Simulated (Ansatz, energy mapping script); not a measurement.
# NiO in the rock-salt structure: energy mapping under LDA+U (1.2 eV)

How strongly do the moments of NiO in the rock-salt structure couple under LDA+U (1.2 eV)? The plan is to run several orders and fit a Heisenberg model.

Program: Ansatz 0.2.0. Level of theory: LDA with U = 1.2 eV on Ni d, ortho-atomic projectors; plane waves, U on orthogonalised atomic orbitals unless named otherwise, collinear spin, no spin–orbit coupling. Results are calculated unless marked as measured.

Experimental background.

“Plasma-assisted molecular beam epitaxy of NiO on GaN(00.1)” (2019, arxiv:1910.07810) quotes from earlier work for NiO, rock salt (bulk NiO foil, from earlier work): lattice constant a (cubic lattice constant from (200) peak) 0.4176 nm [Measured on a bulk NiO foil, from the authors' earlier cited work; derived from a single …].

For NiO, rock salt (literature value), “On the Elastic Anisotropy of the Entropy-Stabilized Oxide (Mg, Co, Ni, Cu, Zn)O” (2020, arxiv:2004.06613) quotes earlier work: ordering temperature (Neel temperature) 525 K [literature value quoted in the paper's theory part].

Report form: the programs' logs are mostly left out.

### Step 1. Starting point

Symmetry: Fm-3m, No. 225, cubic system. The conventional cell has a = 4.203 Å, b = 4.203 Å, c = 4.203 Å, α = 90.00°, β = 90.00°, γ = 90.00°. Nearest to Ni lie 6 O at 2.10 Å. Nearest to O lie 6 Ni at 2.10 Å. rocksalt prototype, lattice guessed from radii. Farther neighbours and most contacts between anions are not listed.

This cell was built for the study (rocksalt prototype, lattice guessed from radii), not taken from an experiment; the compound need not form in this structure.

The cell was relaxed beforehand in Ansatz under PBEsol with U = 6 eV on Ni d, ortho-atomic projectors, from parallel moments.

The U corrects the self-interaction that lets semilocal functionals spread d and f electrons too far. Its value here is typed, not computed.

### Step 2. Probe run

One run in the crystal's own cell, under LDA with U = 4.8 eV on Ni d, ortho-atomic projectors, shows which elements keep a moment. Transition or f elements with 0.3 μB or more enter the spin model; moments induced on other atoms do not.

The input, input.yaml:

```yaml
crystal:
  lattice:
    - [0.0, 2.10134405, 2.10134405]
    - [2.10134405, 0.0, 2.10134405]
    - [2.10134405, 2.10134405, 0.0]
  atoms:
    - { symbol: Ni, position: [0.0, 0.0, 0.0], spin: 2.0 }
    - { symbol: O, position: [0.5, 0.5, 0.5] }
magnetization:
  spin_polarized: true
kpoints:
  mp_grid: { grid: [10, 10, 10] }
hamiltonian:
  xc: lda
  hubbard:
    sites: [{ species: Ni, l: d, u_eff: 4.8 }]
    projectors: ortho-atomic
scf:
  occupations: { method: fermi_dirac, width: 0.05 }
output:
  eigenvalues: true
```

Command:

```console
$ ansatz run input.yaml --threads 4 --pin off --max-ram 8192MiB --backend cpu --events-out ev --progress --plain --runs-dir out
```

It took 1.2 s on 4 threads of Arm Neoverse V1, shared host; peak memory 0.28 GiB; 3.8 s of CPU time.

Spin moment in the sphere by atom:

| atom | spin moment in the sphere (μB) |
| --- | --- |
| Ni1 | 1.66 |
| O2 | 0.27 |

The run ends ferromagnetic; Ni carries the moments.

### Step 3. A run to fix the orbital filling

A corrected shell can settle in several orbital fillings. One parallel run, with an occupation width a fifth wider than the orders use, therefore is to supply the occupation matrices. All orders start from them.

input.yaml, the sections that differ from step 2:

```yaml
kpoints:
  mp_grid: { grid: [11, 11, 11] }
hamiltonian:
  xc: lda
  hubbard:
    sites: [{ species: Ni, l: d, u_eff: 1.2 }]
    projectors: ortho-atomic
scf:
  occupations: { method: fermi_dirac, width: 0.06 }
# crystal, magnetization, output: as in step 2
```

Wall time 1.8 s (4 threads); peak memory 0.28 GiB.

Numbers from this step:

```yaml
final_state: ferromagnetic
electrons_in_the_corrected_shells: 8.477 e
largest_moment: 1.429 μB
```

### Step 4. Order 1: parallel, cell A of 4 atoms

Each cell gets its own parallel run on the same mesh, so that most of the mesh error cancels in the differences.

The input, input.yaml:

```yaml
crystal:
  lattice:
    - [0.0, -2.10134405, -2.10134405]
    - [-2.10134405, 0.0, -2.10134405]
    - [2.10134405, 2.10134405, -4.2026881]
  atoms:
    - { symbol: Ni, position: [0.5, 0.5, 0.5], spin: 2.0 }
    - { symbol: Ni, position: [0.0, 0.0, 0.0], spin: 2.0 }
    - { symbol: O, position: [0.75, 0.75, 0.75] }
    - { symbol: O, position: [0.25, 0.25, 0.25] }
magnetization:
  spin_polarized: true
kpoints:
  mp_grid: { grid: [11, 11, 11] }
hamiltonian:
  xc: lda
  hubbard:
    sites:
      - { species: Ni, l: d, u_eff: 1.2 }
      - { site: 0, l: d, u_eff: 1.2, starting_ns: [{ spin: up, occupation_matrix: ni1_major }, { spin: down, occupation_matrix: ni1_minor }] }
      - { site: 1, l: d, u_eff: 1.2, starting_ns: [{ spin: up, occupation_matrix: ni1_major }, { spin: down, occupation_matrix: ni1_minor }] }
    projectors: ortho-atomic
    occupation_matrices:
      ni1_major:
        matrix:
          - [0.973, 0.0, 0.0, 0.0, 0.0]
          - [0.0, 0.996, 0.0, 0.0, 0.0]
          - [0.0, 0.0, 0.996, 0.0, 0.0]
          - [0.0, 0.0, 0.0, 0.973, 0.0]
          - [0.0, 0.0, 0.0, 0.0, 0.996]
      ni1_minor:
        matrix:
          - [0.289, 0.0, 0.0, 0.0, 0.0]
          - [0.0, 0.988, 0.0, 0.0, 0.0]
          - [0.0, 0.0, 0.988, 0.0, 0.0]
          - [0.0, 0.0, 0.0, 0.289, 0.0]
          - [0.0, 0.0, 0.0, 0.0, 0.988]
scf:
  occupations: { method: fermi_dirac, width: 0.05 }
output:
  eigenvalues: true
  write_density: true
  write_potential: true
  elf: true
  volumetric_format: npy
```

The job ended after 15 s (4 threads; peak memory 0.55 GiB; 46 s of CPU time).

Spin moment in the sphere by atom:

| atom | spin moment in the sphere (μB) |
| --- | --- |
| Ni1 | 1.43 |
| Ni2 | 1.43 |
| O3 | 0.30 |
| O4 | 0.30 |

The run ends ferromagnetic.

Spin density in the ac plane at fractional y = 0.000, with atoms of Ni within 0.2 Å of it.

Ten even steps from '0' (0.0 e/Å³) to '9' (6.0 e/Å³):
```
663000000000014
112100000000001
000000000000000
000000000000000
000000000000000
000000000000000
000000000000000
000000000000000
000000000000000
000000000000000
000000000000000
000000000000000
000000000000000
000000000000000
000000000000000
000000000000000
000000000000000
000000000000000
000000000000000
000000000000000
000000000000000
000000000000000
000000000000000
110000000000121
641000000000036
962000000000026
```
Columns run along a (3.0 Å), rows up along c (5.1 Å). Atoms in or near the plane, at fractional coordinates: Ni at (0.00, 0.00).

ELF in the ac plane at fractional y = 0.000, with atoms of Ni within 0.2 Å of it. It is the smooth field of the valence electrons, not physical close to the nuclei.

Values, 24 rows by 15 columns, each cell a mean:
```
0.62 0.59 0.45 0.32 0.21 0.13 0.10 0.10 0.11 0.10 0.11 0.16 0.25 0.36 0.50
0.45 0.47 0.36 0.24 0.16 0.11 0.12 0.19 0.23 0.20 0.14 0.11 0.14 0.22 0.33
0.32 0.36 0.30 0.19 0.11 0.10 0.20 0.36 0.46 0.45 0.34 0.19 0.11 0.13 0.21
0.20 0.26 0.23 0.15 0.10 0.14 0.34 0.56 0.66 0.67 0.62 0.45 0.24 0.12 0.13
0.12 0.15 0.15 0.11 0.11 0.22 0.47 0.68 0.76 0.78 0.76 0.69 0.49 0.25 0.13
0.11 0.10 0.10 0.09 0.12 0.26 0.52 0.71 0.78 0.80 0.80 0.77 0.67 0.44 0.22
0.14 0.08 0.07 0.08 0.11 0.24 0.47 0.67 0.77 0.81 0.81 0.79 0.72 0.55 0.31
0.16 0.08 0.06 0.06 0.08 0.17 0.35 0.55 0.70 0.77 0.80 0.78 0.70 0.54 0.33
0.15 0.08 0.06 0.06 0.07 0.11 0.20 0.36 0.52 0.63 0.68 0.67 0.59 0.45 0.28
0.11 0.08 0.07 0.07 0.07 0.08 0.11 0.18 0.28 0.37 0.43 0.43 0.39 0.30 0.19
0.09 0.08 0.08 0.08 0.08 0.08 0.08 0.10 0.13 0.18 0.21 0.22 0.20 0.17 0.12
0.08 0.08 0.10 0.11 0.11 0.10 0.09 0.08 0.08 0.10 0.11 0.12 0.11 0.10 0.09
0.09 0.12 0.16 0.19 0.20 0.19 0.16 0.12 0.09 0.08 0.08 0.08 0.08 0.08 0.08
0.11 0.19 0.28 0.37 0.42 0.41 0.35 0.26 0.17 0.10 0.08 0.07 0.07 0.07 0.08
0.14 0.28 0.44 0.58 0.66 0.67 0.61 0.50 0.34 0.19 0.10 0.07 0.06 0.06 0.08
0.16 0.33 0.54 0.70 0.77 0.79 0.77 0.69 0.54 0.34 0.16 0.08 0.06 0.06 0.08
0.15 0.32 0.55 0.72 0.79 0.81 0.81 0.77 0.67 0.46 0.24 0.11 0.07 0.07 0.08
0.12 0.22 0.45 0.67 0.77 0.80 0.81 0.79 0.71 0.52 0.26 0.12 0.09 0.10 0.10
0.12 0.13 0.27 0.51 0.70 0.76 0.78 0.76 0.69 0.48 0.22 0.11 0.11 0.15 0.15
0.19 0.12 0.13 0.26 0.48 0.63 0.68 0.67 0.57 0.35 0.15 0.10 0.15 0.22 0.25
0.31 0.20 0.12 0.12 0.21 0.36 0.47 0.47 0.38 0.21 0.11 0.11 0.19 0.30 0.36
0.44 0.32 0.21 0.14 0.11 0.15 0.22 0.24 0.20 0.12 0.11 0.15 0.24 0.36 0.46
0.61 0.49 0.35 0.24 0.15 0.11 0.11 0.11 0.11 0.10 0.13 0.21 0.31 0.44 0.58
0.72 0.63 0.46 0.33 0.22 0.13 0.09 0.08 0.08 0.09 0.13 0.22 0.34 0.47 0.63
```
Columns run along a (3.0 Å), rows up along c (5.1 Å). Atoms in or near the plane, at fractional coordinates: Ni at (0.00, 0.00).

### Step 5. Run 2 (compensated +−; cell A, 4 atoms)

This order reverses 6 of the 12 neighbours at 2.97 Å, 6 of the 6 neighbours at 4.20 Å and 12 of the 24 neighbours at 5.15 Å, counted for an average magnetic atom.

Changes to input.yaml since step 4:

```diff
@@ -7,3 +7,3 @@
     - { symbol: Ni, position: [0.5, 0.5, 0.5], spin: 2.0 }
-    - { symbol: Ni, position: [0.0, 0.0, 0.0], spin: 2.0 }
+    - { symbol: Ni, position: [0.0, 0.0, 0.0], spin: -2.0 }
     - { symbol: O, position: [0.75, 0.75, 0.75] }
@@ -20,3 +20,3 @@
       - { site: 0, l: d, u_eff: 1.2, starting_ns: [{ spin: up, occupation_matrix: ni1_major }, { spin: down, occupation_matrix: ni1_minor }] }
-      - { site: 1, l: d, u_eff: 1.2, starting_ns: [{ spin: up, occupation_matrix: ni1_major }, { spin: down, occupation_matrix: ni1_minor }] }
+      - { site: 1, l: d, u_eff: 1.2, starting_ns: [{ spin: up, occupation_matrix: ni1_minor }, { spin: down, occupation_matrix: ni1_major }] }
     projectors: ortho-atomic
```

Elapsed: 6.6 s, on 4 threads; peak memory 0.53 GiB.

Spin moment in the sphere by atom:

| atom | spin moment in the sphere (μB) |
| --- | --- |
| Ni1 | 1.36 |
| Ni2 | -1.36 |
| O3 | 0.00 |
| O4 | 0.00 |

The run ends antiferromagnetic, 266.62 meV a magnetic atom below the parallel order of its cell.

Spin density in the ac plane at fractional y = 0.000, with atoms of Ni within 0.2 Å of it.

Values in e/Å³, 24 rows by 15 columns, each cell a mean:
```
-3.7 -3.3 -1.7 -0.5 -0.1  0.0  0.0  0.0  0.0  0.0  0.0  0.0 -0.2 -0.8 -2.4
-1.0 -1.0 -1.1 -0.5 -0.2  0.0  0.0  0.0  0.0  0.0  0.0  0.0 -0.1 -0.4 -1.0
-0.2  0.0 -0.2 -0.2 -0.1  0.0  0.0  0.0  0.0  0.0  0.0  0.0  0.0 -0.1 -0.2
 0.0  0.0  0.0  0.0  0.0  0.0  0.0  0.0  0.0  0.0  0.0  0.0  0.0  0.0  0.0
 0.0  0.0  0.0  0.0  0.0  0.0  0.0  0.0  0.0  0.0  0.0  0.0  0.0  0.0  0.0
 0.0  0.0  0.0  0.0  0.0  0.0  0.0  0.0  0.0  0.0  0.0  0.0  0.0  0.0  0.0
 0.0  0.0  0.0  0.0  0.0  0.0  0.0  0.0  0.0  0.0  0.0  0.0  0.0  0.0  0.0
 0.0  0.0  0.0  0.0  0.0  0.0  0.0  0.0  0.0  0.0  0.0  0.0  0.0  0.0  0.0
 0.0  0.0  0.0  0.0  0.0  0.0  0.0  0.0  0.0  0.0  0.0  0.0  0.0  0.0  0.0
 0.0  0.0  0.0  0.0  0.0  0.0  0.0  0.0  0.0  0.0  0.0  0.0  0.0  0.0  0.0
 0.0  0.0  0.0  0.0  0.0  0.0  0.0  0.0  0.0  0.0  0.0  0.0  0.0  0.0  0.0
 0.0  0.0  0.0  0.0  0.0  0.0  0.0  0.0  0.0  0.0  0.0  0.0  0.0  0.0  0.0
 0.0  0.0  0.0  0.0  0.0  0.0  0.0  0.0  0.0  0.0  0.0  0.0  0.0  0.0  0.0
 0.0  0.0  0.0  0.0  0.0  0.0  0.0  0.0  0.0  0.0  0.0  0.0  0.0  0.0  0.0
 0.0  0.0  0.0  0.0  0.0  0.0  0.0  0.0  0.0  0.0  0.0  0.0  0.0  0.0  0.0
 0.0  0.0  0.0  0.0  0.0  0.0  0.0  0.0  0.0  0.0  0.0  0.0  0.0  0.0  0.0
 0.0  0.0  0.0  0.0  0.0  0.0  0.0  0.0  0.0  0.0  0.0  0.0  0.0  0.0  0.0
 0.0  0.0  0.0  0.0  0.0  0.0  0.0  0.0  0.0  0.0  0.0  0.0  0.0  0.0  0.0
 0.0  0.0  0.0  0.0  0.0  0.0  0.0  0.0  0.0  0.0  0.0  0.0  0.0  0.0  0.0
 0.0  0.0  0.0  0.0  0.0  0.0  0.0  0.0  0.0  0.0  0.0  0.0  0.0  0.0  0.0
-0.2 -0.2 -0.1  0.0  0.0  0.0  0.0  0.0  0.0  0.0  0.0 -0.1 -0.2 -0.2  0.0
-0.9 -0.9 -0.4 -0.1  0.0  0.0  0.0  0.0  0.0  0.0  0.0 -0.2 -0.5 -1.0 -0.9
-3.5 -2.3 -0.8 -0.2  0.0  0.0  0.0  0.0  0.0  0.0  0.0 -0.1 -0.5 -1.7 -3.1
-5.6 -3.8 -1.1 -0.2  0.0  0.0  0.0  0.0  0.0  0.0  0.0 -0.1 -0.2 -1.2 -3.9
```
Columns run along a (3.0 Å), rows up along c (5.1 Å). Atoms in or near the plane, at fractional coordinates: Ni at (0.00, 0.00).

ELF in the ac plane at fractional y = 0.000, with atoms of Ni within 0.2 Å of it. It is the smooth field of the valence electrons, not physical close to the nuclei.

Ten even steps from '_' (0.06) to '@' (0.82):
```
####++--::..__________..::==**
++++==::..____......____..::--
--==--..____..--====::..__..::
::--::..____--**####**==..__..
__....____..++##%%@@%%##==..__
__________::**%%@@@@@@@@##==..
__________::++%%@@@@@@@@%%**::
..________::==##@@@@@@@@%%**--
..________..--++##@@@@@@%%**--
..__________..--++**####**==::
______________..::--====--::..
__________________..........__
______________________________
____..........________________
__..::--====--::..____________
..::==**####**++--..__________
..--**%%@@@@@@##++--..________
..--**%%@@@@@@@@##==::________
__::**%%@@@@@@@@%%++::________
__..==##@@@@@@@@%%**::________
____..==##%%@@%%##++..____....
::..__..==**####**--____..::--
--::..__..::====--..____..--==
++--::..____......____..::==++
##**==::..__________..::--++##
%%##++--::____________::--++##
```
Columns run along a (3.0 Å), rows up along c (5.1 Å). Atoms in or near the plane, at fractional coordinates: Ni at (0.00, 0.00).

### Step 6. Run 3 (parallel; cell B, 4 atoms)

The parallel order again, as the reference for this cell.

This run holds the same structure in another cell (c 5.147 → 4.203 Å, α 73.2 → 90.0°, β 73.2 → 90.0°, γ 60.0 → 90.0°).

The input, input.yaml:

```yaml
crystal:
  lattice:
    - [0.0, -2.10134405, -2.10134405]
    - [0.0, 2.10134405, -2.10134405]
    - [4.2026881, 0.0, 0.0]
  atoms:
    - { symbol: Ni, position: [0.5, 0.5, 0.5], spin: 2.0 }
    - { symbol: Ni, position: [0.0, 0.0, 0.0], spin: 2.0 }
    - { symbol: O, position: [0.5, 0.5, 0.0] }
    - { symbol: O, position: [0.0, 0.0, 0.5] }
magnetization:
  spin_polarized: true
kpoints:
  mp_grid: { grid: [9, 9, 7] }
hamiltonian:
  xc: lda
  hubbard:
    sites:
      - { species: Ni, l: d, u_eff: 1.2 }
      - { site: 0, l: d, u_eff: 1.2, starting_ns: [{ spin: up, occupation_matrix: ni1_major }, { spin: down, occupation_matrix: ni1_minor }] }
      - { site: 1, l: d, u_eff: 1.2, starting_ns: [{ spin: up, occupation_matrix: ni1_major }, { spin: down, occupation_matrix: ni1_minor }] }
    projectors: ortho-atomic
    occupation_matrices:
      ni1_major:
        matrix:
          - [0.973, 0.0, 0.0, 0.0, 0.0]
          - [0.0, 0.996, 0.0, 0.0, 0.0]
          - [0.0, 0.0, 0.996, 0.0, 0.0]
          - [0.0, 0.0, 0.0, 0.973, 0.0]
          - [0.0, 0.0, 0.0, 0.0, 0.996]
      ni1_minor:
        matrix:
          - [0.289, 0.0, 0.0, 0.0, 0.0]
          - [0.0, 0.988, 0.0, 0.0, 0.0]
          - [0.0, 0.0, 0.988, 0.0, 0.0]
          - [0.0, 0.0, 0.0, 0.289, 0.0]
          - [0.0, 0.0, 0.0, 0.0, 0.988]
scf:
  occupations: { method: fermi_dirac, width: 0.05 }
output:
  eigenvalues: true
```

The job ended after 4.1 s (4 threads; peak memory 0.39 GiB).

The run ends ferromagnetic. For each magnetic atom its energy differs from the parallel run of the first cell by -1.27 meV, an error that one common reference would have brought in.

### Step 7. Order 4: compensated +−, cell B of 4 atoms

This order reverses 8 of the 12 neighbours at 2.97 Å, 0 of the 6 neighbours at 4.20 Å and 16 of the 24 neighbours at 5.15 Å, counted for an average magnetic atom.

Changes to input.yaml since step 6:

```diff
@@ -7,3 +7,3 @@
     - { symbol: Ni, position: [0.5, 0.5, 0.5], spin: 2.0 }
-    - { symbol: Ni, position: [0.0, 0.0, 0.0], spin: 2.0 }
+    - { symbol: Ni, position: [0.0, 0.0, 0.0], spin: -2.0 }
     - { symbol: O, position: [0.5, 0.5, 0.0] }
@@ -20,3 +20,3 @@
       - { site: 0, l: d, u_eff: 1.2, starting_ns: [{ spin: up, occupation_matrix: ni1_major }, { spin: down, occupation_matrix: ni1_minor }] }
-      - { site: 1, l: d, u_eff: 1.2, starting_ns: [{ spin: up, occupation_matrix: ni1_major }, { spin: down, occupation_matrix: ni1_minor }] }
+      - { site: 1, l: d, u_eff: 1.2, starting_ns: [{ spin: up, occupation_matrix: ni1_minor }, { spin: down, occupation_matrix: ni1_major }] }
     projectors: ortho-atomic
```

Elapsed: 2.1 s, on 4 threads; peak memory 0.39 GiB; 7.3 s of CPU time.

The run ends antiferromagnetic, 42.49 meV a magnetic atom above the parallel order of its cell (energies taken at zero occupation width, not the printed F).

### Step 8. Parallel start in cell C (6 atoms)

A new cell needs its own zero of energy.

The input, input.yaml:

```yaml
crystal:
  lattice:
    - [0.0, -2.10134405, -2.10134405]
    - [-4.2026881, 0.0, 0.0]
    - [2.10134405, 4.2026881, -2.10134405]
  atoms:
    - { symbol: Ni, position: [0.666666667, 0.666666667, 0.333333333], spin: 2.0 }
    - { symbol: Ni, position: [0.333333333, 0.333333333, 0.666666667], spin: 2.0 }
    - { symbol: Ni, position: [0.0, 0.0, 0.0], spin: 2.0 }
    - { symbol: O, position: [0.666666667, 0.166666667, 0.333333333] }
    - { symbol: O, position: [0.333333333, 0.833333333, 0.666666667] }
    - { symbol: O, position: [0.0, 0.5, 0.0] }
magnetization:
  spin_polarized: true
kpoints:
  mp_grid: { grid: [10, 10, 10] }
hamiltonian:
  xc: lda
  hubbard:
    sites:
      - { species: Ni, l: d, u_eff: 1.2 }
      - { site: 0, l: d, u_eff: 1.2, starting_ns: [{ spin: up, occupation_matrix: ni1_major }, { spin: down, occupation_matrix: ni1_minor }] }
      - { site: 1, l: d, u_eff: 1.2, starting_ns: [{ spin: up, occupation_matrix: ni1_major }, { spin: down, occupation_matrix: ni1_minor }] }
      - { site: 2, l: d, u_eff: 1.2, starting_ns: [{ spin: up, occupation_matrix: ni1_major }, { spin: down, occupation_matrix: ni1_minor }] }
    projectors: ortho-atomic
    occupation_matrices:
      ni1_major:
        matrix:
          - [0.973, 0.0, 0.0, 0.0, 0.0]
          - [0.0, 0.996, 0.0, 0.0, 0.0]
          - [0.0, 0.0, 0.996, 0.0, 0.0]
          - [0.0, 0.0, 0.0, 0.973, 0.0]
          - [0.0, 0.0, 0.0, 0.0, 0.996]
      ni1_minor:
        matrix:
          - [0.289, 0.0, 0.0, 0.0, 0.0]
          - [0.0, 0.988, 0.0, 0.0, 0.0]
          - [0.0, 0.0, 0.988, 0.0, 0.0]
          - [0.0, 0.0, 0.0, 0.289, 0.0]
          - [0.0, 0.0, 0.0, 0.0, 0.988]
scf:
  occupations: { method: fermi_dirac, width: 0.05 }
output:
  eigenvalues: true
```

Wall time 29 s (4 threads); peak memory 0.93 GiB.

The run ends ferromagnetic. For each magnetic atom its energy differs from the parallel run of the first cell by 0.09 meV, an error that one common reference would have brought in.

### Step 9. Uncompensated ++− start in cell C (6 atoms)

This order reverses 6.67 of the 12 neighbours at 2.97 Å, 2.67 of the 6 neighbours at 4.20 Å and 8 of the 24 neighbours at 5.15 Å, counted for an average magnetic atom.

Changes to input.yaml since step 8:

```diff
@@ -8,3 +8,3 @@
     - { symbol: Ni, position: [0.333333333, 0.333333333, 0.666666667], spin: 2.0 }
-    - { symbol: Ni, position: [0.0, 0.0, 0.0], spin: 2.0 }
+    - { symbol: Ni, position: [0.0, 0.0, 0.0], spin: -2.0 }
     - { symbol: O, position: [0.666666667, 0.166666667, 0.333333333] }
@@ -23,3 +23,3 @@
       - { site: 1, l: d, u_eff: 1.2, starting_ns: [{ spin: up, occupation_matrix: ni1_major }, { spin: down, occupation_matrix: ni1_minor }] }
-      - { site: 2, l: d, u_eff: 1.2, starting_ns: [{ spin: up, occupation_matrix: ni1_major }, { spin: down, occupation_matrix: ni1_minor }] }
+      - { site: 2, l: d, u_eff: 1.2, starting_ns: [{ spin: up, occupation_matrix: ni1_minor }, { spin: down, occupation_matrix: ni1_major }] }
     projectors: ortho-atomic
```

Elapsed: 33 s, on 4 threads; peak memory 0.94 GiB.

The run ends ferrimagnetic, 113.81 meV a magnetic atom below the parallel order of its cell (energies taken at zero occupation width, not the printed F).

(Part 1 of 2 ends here.)

[Logs and program files are shortened in this print: banners, set-up blocks, solver, clock and traceback lines can be left out without a mark of their own.]

[Logs are printed without paths, hosts, clocks, repeated set-up lines and the standing remarks that a program may print on its own settings, such as how far it seeks lower states.]

[Hosts, paths, dates, database ids (printed as entryN), source tags and the programs' standing remarks are cut or masked in the printed files.]

[Where a cell is said to come from a database of computed structures, the database is the Materials Project.]
